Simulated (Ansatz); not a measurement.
Rows from a G0W0 calculation on Ba2SrTi3O9 (perovskite [001] superlattice) (P4mm) (Ansatz 0.2.0; G0W0 on PBEsol, plane waves, PAW; PAW set soft_1; 6×6×2 mesh, 157 empty bands, screening to 52 eV, PAW set soft_1 files), in eV. Spin-orbit coupling is left out.

The structure was built from a prototype and need not be the compound's stable phase.

```
row                         k  band   start       Σx  Σc at the solution      Vxc
  A                         Γ    c1  12.127  -12.604              -5.822  -20.280
  B                         Γ    c2  12.216  -12.782              -5.947  -20.618
  C                         Γ    v1   9.891  -25.628               4.606  -21.096
  D  (-0.500, -0.500, -0.500)    c1  14.185  -14.677              -6.616  -23.179
  E  (-0.500, -0.500, -0.500)    v1  10.277  -25.889               5.088  -20.799
  F  (-0.500, -0.500, -0.500)    v2  10.229  -25.820               5.113  -20.713
```

Question: Give the quasiparticle energies and the shift of each level.

The quasiparticle equation reads E = start + Σx + Σc(E) − Vxc.

```
row  E (eV)  shift (eV)
  A  13.981      +1.854
  B  14.104      +1.888
  C   9.965      +0.074
  D  16.071      +1.887
  E  10.275      −0.001
  F  10.235      +0.006
```

The gap over the computed points goes from 1.85 eV to 3.71 eV.

Limits: not at the basis limit; no spin-orbit coupling.

[Paths, hosts, dates, memory and timing lines, banners, echoed tables and standing remarks are left out of the program output.]

[Logs are printed without paths, hosts, clocks, repeated set-up lines and the standing remarks that a program may print on its own settings, such as how far it seeks lower states.]

[Runs of the session that timed out or met a known fault of the program may be left out.]

[Cells called generated may have been cut or substituted from an entry of the Crystallography Open Database or the Materials Project.]

[Hosts, paths, dates, database ids (printed as entryN), source tags and the programs' standing remarks are cut or masked in the printed files.]
